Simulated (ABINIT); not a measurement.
Planning a run of ABINIT 10.8.3 on WS2 (Tungstenite). The input:

```
acell 3*1.0 Angstrom
rprim 
  3.153199999992 0.000000000002 0.000000000000
  -1.576599999998 2.730751303206 0.000000000000
  0.000000000000 0.000000000000 12.323000000000
ntypat 2
znucl 74 16
natom 6
typat 1 1 2 2 2 2
xred 
  0.333333333333 0.666666666667 0.250000000000
  0.666666666667 0.333333333333 0.750000000000
  0.333333333333 0.666666666667 0.622500000000
  0.666666666667 0.333333333333 0.122500000000
  0.333333333333 0.666666666667 0.877500000000
  0.666666666667 0.333333333333 0.377500000000
pp_dirpath "pseudos"
pseudos "W.upf, S.upf"
ecut 31
ngkpt 6 6 2
nshiftk 1
shiftk 0 0 0
kptopt 1
chksymbreak 0
nband 33
occopt 1
tolvrs 1e-10
nstep 60
prtwf 0
indata_prefix "in"
outdata_prefix "out"
tmpdata_prefix "tmp"
```

```sh
OMP_NUM_THREADS=1 mpirun -n 4 abinit run.abi > log
```

How long will it take on 4 MPI ranks of Arm Neoverse V1, shared host, and how much memory?

It took 41 s; on shared hardware allow 20 s to 82 s. Peak host memory was 0.37 GiB.

[Paths, hosts, dates, memory and timing lines, banners, echoed tables and standing remarks are left out of the program output.]

[Logs are printed without paths, hosts, clocks, repeated set-up lines and the standing remarks that a program may print on its own settings, such as how far it seeks lower states.]

[Runs of the session that timed out or met a known fault of the program may be left out.]

[Hosts, paths, dates, database ids (printed as entryN), source tags and the programs' standing remarks are cut or masked in the printed files.]

[G0W0 gaps are taken among the corrected bands and points alone; a level outside them can change the order at an edge.]

[Where Ansatz stands beside ABINIT at settings called matched, ABINIT's density can come from a denser mesh and the files from another edition; pairs whose starting gaps differed by over 0.03 eV were left out, so agreement reads better than it is.]
